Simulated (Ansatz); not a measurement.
# Work function of Cu(111): what the settings cost and change

Aim: the work function of Cu(111) across levels of theory at one geometry.

Method: plane-wave DFT, PBE, Ansatz PAW, in the first sound run; inputs show where later runs differ, in Ansatz 0.2.0.

Experimental background.

For Cu (clean (111) face, a compiled value), “Anisotropic work function of elemental crystals” (2019, arxiv:1902.07811) quotes earlier work: work function (clean (111) face, a compiled value) 4.9 eV.

This is a report of a sequence of runs, with most program output left out.

### Step 1. Set-up

The cell holds 7 atoms: 7 Cu. Its edges and angles: a = 2.553 Å, b = 2.553 Å, c = 30.505 Å, α = 90.0°, β = 90.0°, γ = 60.0°. Vacuum lies along c.

### Step 2. Run, setting PBE, Ansatz PAW (420 eV)

A work function rests on the faint tail of the density, so the SCF threshold is tight. PBE on the default files comes first; the next runs keep the geometry and change functional or files, each at the cutoff that its files recommend; a relaxation and, for heavy metals, spin-orbit coupling close the ladder.

File input.yaml:

```yaml
crystal:
  lattice:
    - [2.5526554801, 0.0, 0.0]
    - [1.27632774, 2.2106644929, 0.0]
    - [0.0, 0.0, 30.5054068306]
  atoms:
    - { symbol: Cu, position: [0.0, 0.0, 0.2950296664] }
    - { symbol: Cu, position: [0.3333333333, 0.3333333333, 0.3633531109] }
    - { symbol: Cu, position: [0.6666666667, 0.6666666667, 0.4316765555] }
    - { symbol: Cu, position: [0.0, 0.0, 0.5] }
    - { symbol: Cu, position: [0.3333333333, 0.3333333333, 0.5683234445] }
    - { symbol: Cu, position: [0.6666666667, 0.6666666667, 0.6366468891] }
    - { symbol: Cu, position: [0.0, 0.0, 0.7049703336] }
kpoints:
  mp_grid: { grid: [18, 18, 1] }
hamiltonian:
  xc: pbe
scf:
  occupations: { method: fermi_dirac, width: 0.1 }
  convergence: { dr2_threshold: 1.0e-09 }
efield:
  axis: 3
  dipole_correction: true
  ramp_position: 0.97
  ramp_width: 0.06
output:
  write_potential: true
  write_density: true
  volumetric_format: npy
  elf: true
```

Launch:

```sh
ansatz run input.yaml --threads 4 --pin off --max-ram 6144MiB --backend cpu --events-out ev --progress --plain --runs-dir out
```

Run time: 49 s. Hardware: 4 threads of Arm Neoverse N1, shared host; peak memory 0.87 GiB.

Numbers from this step:

| Quantity | Value |
| --- | --- |
| energy at zero smearing | -46375.2724 eV |
| work function, upper face | 4.815 eV |

Running mean over 2.084 Å of the planar mean; the ramp of the sawtooth is left out. Electron's electrostatic potential energy less the Fermi level against z:

| z (Å) | electron's electrostatic potential energy less the Fermi level (eV) |
| --- | --- |
| 3.5 | 4.82 |
| 4.0 | 4.81 |
| 4.5 | 4.81 |
| 5.0 | 4.81 |
| 5.5 | 4.80 |
| 6.0 | 4.76 |
| 6.5 | 4.63 |
| 7.0 | 4.13 |
| 7.5 | 2.05 |
| 8.0 | -2.72 |
| 8.5 | -7.08 |
| 9.0 | -8.52 |
| 9.5 | -8.72 |
| 10.0 | -8.78 |
| 10.5 | -8.82 |
| 11.0 | -8.85 |
| 11.5 | -8.85 |
| 12.0 | -8.84 |
| 12.5 | -8.83 |
| 13.0 | -8.83 |
| 13.5 | -8.84 |
| 14.0 | -8.84 |
| 14.5 | -8.85 |
| 15.0 | -8.85 |
| 15.5 | -8.85 |
| 16.0 | -8.85 |
| 16.5 | -8.84 |
| 17.0 | -8.84 |
| 17.5 | -8.83 |
| 18.0 | -8.83 |
| 18.5 | -8.84 |
| 19.0 | -8.85 |
| 19.5 | -8.86 |
| 20.0 | -8.83 |
| 20.5 | -8.78 |
| 21.0 | -8.72 |
| 21.5 | -8.52 |
| 22.0 | -7.11 |
| 22.5 | -2.78 |
| 23.0 | 2.00 |
| 23.5 | 4.12 |
| 24.0 | 4.62 |
| 24.5 | 4.76 |
| 25.0 | 4.80 |
| 25.5 | 4.81 |
| 26.0 | 4.81 |
| 26.5 | 4.81 |
| 27.0 | 4.82 |

Electrostatic potential energy in the ca plane at fractional y = 0.000, with atoms of Cu within 0.2 Å of it. With pseudopotentials it is smooth inside the atoms' cores, unlike the true potential.

Ten even steps from '0' (-47 eV) to '9' (10 eV), each cell a mean:
```
99999999999610038999999999997200279999999999
98889998889842368988899988898522589999999999
87678986689987789876789876799877899999999999
85568875579998999865688855689988999999999999
86578976679988899865689865789888999999999999
88789988889864479987899887898644699999999999
99899999999720048998999998997300389999999999
99999999999500028999999999997100179999999999
```
Columns run along c (16.0 Å, from fractional 0.34 to 0.87 of the cell; values clipped at the 3rd and 97th percentile), rows up along a (2.6 Å). Atoms in or near the plane, at fractional coordinates: Cu at (0.50, 0.00), Cu at (0.70, 0.00).

ELF in the ca plane at fractional y = 0.000, with atoms of Cu within 0.2 Å of it. It is the smooth field of the valence electrons, not physical close to the nuclei.

Values, 5 rows by 16 columns, each cell a mean:
```
0.23 0.23 0.22 0.24 0.32 0.32 0.24 0.22 0.23 0.23 0.23 0.43 0.14 0.06 0.01 0.00
0.17 0.19 0.18 0.19 0.19 0.19 0.19 0.18 0.19 0.17 0.20 0.19 0.17 0.06 0.01 0.00
0.18 0.19 0.18 0.18 0.22 0.22 0.18 0.18 0.19 0.18 0.22 0.22 0.20 0.06 0.01 0.00
0.18 0.20 0.18 0.20 0.21 0.21 0.20 0.18 0.20 0.18 0.20 0.23 0.15 0.06 0.01 0.00
0.26 0.24 0.24 0.26 0.41 0.41 0.26 0.24 0.24 0.26 0.27 0.57 0.14 0.06 0.01 0.00
```
Columns run along c (16.0 Å, from fractional 0.34 to 0.87 of the cell), rows up along a (2.6 Å). Atoms in or near the plane, at fractional coordinates: Cu at (0.50, 0.00), Cu at (0.70, 0.00).

Valence density in the ca plane at fractional y = 0.000, with atoms of Cu within 0.2 Å of it. It is the smooth field of the valence electrons, not physical close to the nuclei.

Ten steps, logarithmic in the rise over the least value, from '0' (0 e/Å³) to '9' (50 e/Å³), each cell a mean:
```
00000000000268841000000000001588510000000000
01100001100135420011100011101355200000000000
11210011110011110112110112100111100000000000
12211012210000000122210122100000000000000000
12211012210011100112110122100011000000000000
01110011110123310011100011101233100000000000
00000000000157731000000000001477410000000000
00000000000279941000000000001699510000000000
```
Columns run along c (16.0 Å, from fractional 0.34 to 0.87 of the cell), rows up along a (2.6 Å). Atoms in or near the plane, at fractional coordinates: Cu at (0.50, 0.00), Cu at (0.70, 0.00).

The work function is 4.815 eV.

### Step 3. Slab

This step: plane-wave DFT, LDA, Ansatz PAW (Ansatz 0.2.0).

input.yaml: that of step 2 with these lines changed.

```diff
@@ -16,3 +16,3 @@
 hamiltonian:
-  xc: pbe
+  xc: lda
 scf:
@@ -29,2 +29 @@
   volumetric_format: npy
-  elf: true
```

Elapsed: 52 s, on 4 threads; peak memory 0.84 GiB; 2.8 min of CPU time.

The work function is 5.172 eV, +0.357 eV from the run “PBE, Ansatz PAW (420 eV)”, at 1.1 times its CPU time.

### Step 4. Run

This step: plane-wave DFT, PBEsol, Ansatz PAW (Ansatz 0.2.0).

input.yaml: that of step 3 with these lines changed.

```diff
@@ -16,3 +16,3 @@
 hamiltonian:
-  xc: lda
+  xc: pbesol
 scf:
```

Run time: 54 s. Hardware: 4 threads; peak memory 0.86 GiB.

The work function is 4.939 eV, +0.124 eV from the run “PBE, Ansatz PAW (420 eV)”, at 1.1 times its CPU time.

### Step 5. Slab

This step: plane-wave DFT, RPBE, Ansatz PAW (Ansatz 0.2.0).

input.yaml: that of step 4 with these lines changed.

```diff
@@ -16,3 +16,3 @@
 hamiltonian:
-  xc: pbesol
+  xc: rpbe
 scf:
```

Elapsed: 51 s, on 4 threads; peak memory 0.86 GiB; 2.6 min of CPU time.

The work function is 4.645 eV, -0.170 eV from the run “PBE, Ansatz PAW (420 eV)”, at 0.99 times its CPU time.

### Step 6. Run

This step: plane-wave DFT, r2SCAN, Ansatz PAW (Ansatz 0.2.0).

input.yaml: that of step 5 with these lines changed.

```diff
@@ -16,3 +16,3 @@
 hamiltonian:
-  xc: rpbe
+  xc: r2scan
 scf:
```

It took 2.5 min on 4 threads; peak memory 1.3 GiB; 7.9 min of CPU time.

The work function is 4.848 eV, +0.033 eV from the run “PBE, Ansatz PAW (420 eV)”, at 3.0 times its CPU time.

### Step 7. Slab

This step: plane-wave DFT, PBE, JTH PAW (Ansatz 0.2.0).

input.yaml: that of step 6 with these lines changed.

```diff
@@ -16,3 +16,4 @@
 hamiltonian:
-  xc: r2scan
+  xc: pbe
+  pseudopotentials: { kind: paw, source: jth }
 scf:
```

The job ended after 4.4 min (4 threads; peak memory 3.6 GiB).

The work function is 4.818 eV, +0.003 eV from the run “PBE, Ansatz PAW (420 eV)”, at 5.7 times its CPU time.

### Step 8. Run

This step: plane-wave DFT, PBE, norm-conserving (Ansatz 0.2.0).

input.yaml: that of step 7 with these lines changed.

```diff
@@ -17,3 +17,3 @@
   xc: pbe
-  pseudopotentials: { kind: paw, source: jth }
+  pseudopotentials: { kind: nc }
 scf:
```

Elapsed: 3.2 min, on 4 threads; peak memory 2.9 GiB; 12 min of CPU time.

The work function is 4.818 eV, +0.003 eV from the run “PBE, Ansatz PAW (420 eV)”, at 4.5 times its CPU time.

### Step 9. Slab

This step: plane-wave DFT, LDA, norm-conserving (Ansatz 0.2.0).

input.yaml: that of step 8 with these lines changed.

```diff
@@ -16,3 +16,3 @@
 hamiltonian:
-  xc: pbe
+  xc: lda
   pseudopotentials: { kind: nc }
```

The job ended after 2.9 min (4 threads; peak memory 2.9 GiB).

The work function is 5.193 eV, +0.377 eV from the run “PBE, Ansatz PAW (420 eV)”, at 4.1 times its CPU time.

### Step 10. Run, setting PBE, all layers relaxed

This step: plane-wave DFT, PBE, Ansatz PAW (Ansatz 0.2.0).

input.yaml: that of step 9 with these lines changed.

```diff
@@ -16,4 +16,3 @@
 hamiltonian:
-  xc: lda
-  pseudopotentials: { kind: nc }
+  xc: pbe
 scf:
@@ -26,2 +25,5 @@
   ramp_width: 0.06
+relax:
+  f_tol: 0.01
+  max_steps: 40
 output:
```

It took 1.7 min on 4 threads; peak memory 0.77 GiB; 6 min of CPU time.

The relaxation took 3 steps and lowered the energy by 0.0016 eV; the largest force on the free atoms ends at 4.4e-4 eV/Å.

The work function is 4.817 eV, +0.001 eV from the run “PBE, Ansatz PAW (420 eV)”, at 2.3 times its CPU time.

### Step 11. Side by side

Times are for 4 threads of Arm Neoverse N1, shared host. The series side by side:

```
no.                         setting  work function, upper face (eV)     time  memory (GiB)
  1        PBE, Ansatz PAW (420 eV)                           4.815     49 s          0.87
  2        LDA, Ansatz PAW (420 eV)                           5.172     52 s          0.84
  3     PBEsol, Ansatz PAW (420 eV)                           4.939     54 s          0.86
  4       RPBE, Ansatz PAW (420 eV)                           4.645     51 s          0.86
  5     r2SCAN, Ansatz PAW (500 eV)                           4.848  2.5 min           1.3
  6          PBE, JTH PAW (1350 eV)                           4.818  4.4 min           3.6
  7  PBE, norm-conserving (1252 eV)                           4.818  3.2 min           2.9
  8  LDA, norm-conserving (1252 eV)                           5.193  2.9 min           2.9
  9         PBE, all layers relaxed                           4.817  1.7 min          0.77
```

### Step 12. Varying the input

An input spoilt on purpose, to show how the run answers: it repeats the earlier run “PBE, Ansatz PAW (420 eV)” with efield.ramp_width from 0.06 to 0.9, and scf.max_iter set to 50; its output block differs too.

input.yaml: that of step 10 with these lines changed.

```diff
@@ -20,2 +20,3 @@
   convergence: { dr2_threshold: 1.0e-09 }
+  max_iter: 50
 efield:
@@ -24,6 +25,3 @@
   ramp_position: 0.97
-  ramp_width: 0.06
-relax:
-  f_tol: 0.01
-  max_steps: 40
+  ramp_width: 0.9
 output:
```

Run time: 0.57 s. Hardware: 4 threads; peak memory 0.38 GiB.

The input was rejected at the start.

The program's message: “Error: efield: ion 0 (Cu) at fractional coordinate 0.2950 along the field axis lies inside the sawtooth ramp with 2 of the planes that the density is read on at each end, [0.9607, 0.8793] — the ramp m …”

The fault put into the input: a ramp so wide that it reaches the atoms.

### Step 13. Summary of results

```json
{
 "work function, PBE, Ansatz PAW (420 eV)": "4.815 eV",
 "work function, LDA, Ansatz PAW (420 eV)": "5.172 eV",
 "work function, RPBE, Ansatz PAW (420 eV)": "4.645 eV",
 "work function, r2SCAN, Ansatz PAW (500 eV)": "4.848 eV",
 "work function, LDA, norm-conserving (1252 eV)": "5.193 eV",
 "work function, PBE, all layers relaxed": "4.817 eV"
}
```

What this shows: PBE on the default files gives 4.82 eV, and the settings tried spread the value from 4.65 to 5.19 eV. At one geometry LDA lies 0.36 eV above PBE. The choice of pseudopotentials moves the PBE value by 0.003 eV. Relaxing the layers changes it by +0.001 eV. The ladder's slabs use the tabulated experimental lattice constant (two decimals; a low-temperature value for the alkali metals).

Comparison with the measured values:

```
                                               quantity  measured  PBE, Ansatz PAW (420 eV)  LDA, Ansatz PAW (420 eV)  PBEsol, Ansatz PAW (420 eV)  RPBE, Ansatz PAW (420 eV)  r2SCAN, Ansatz PAW (500 eV)  LDA, norm-conserving (1252 eV)  PBE, all layers relaxed
work function (clean (111) face, a compiled value) (eV)       4.9           4.82 (-0.08 eV)           5.17 (+0.27 eV)              4.94 (+0.04 eV)            4.65 (-0.25 eV)              4.85 (-0.05 eV)                 5.19 (+0.29 eV)          4.82 (-0.08 eV)
```

Measured values from arxiv:1902.07811 (2019).

How well it matches: For the work function, of the levels listed nearest comes PBEsol, Ansatz PAW (420 eV) (+0.04 eV, good agreement) and farthest LDA, norm-conserving (1252 eV) (+0.29 eV, fair agreement). The grades are ours: good and fair within 3 and 7 % for the work function.

[Logs are printed without paths, hosts, clocks, repeated set-up lines and the standing remarks that a program may print on its own settings, such as how far it seeks lower states.]

[Hosts, paths, dates, database ids (printed as entryN), source tags and the programs' standing remarks are cut or masked in the printed files.]

[Maps of the electrostatic potential energy from Ansatz leave out the sawtooth potential of an applied field or a dipole correction, so their vacuum need not be flat; planar profiles and work functions include it.]
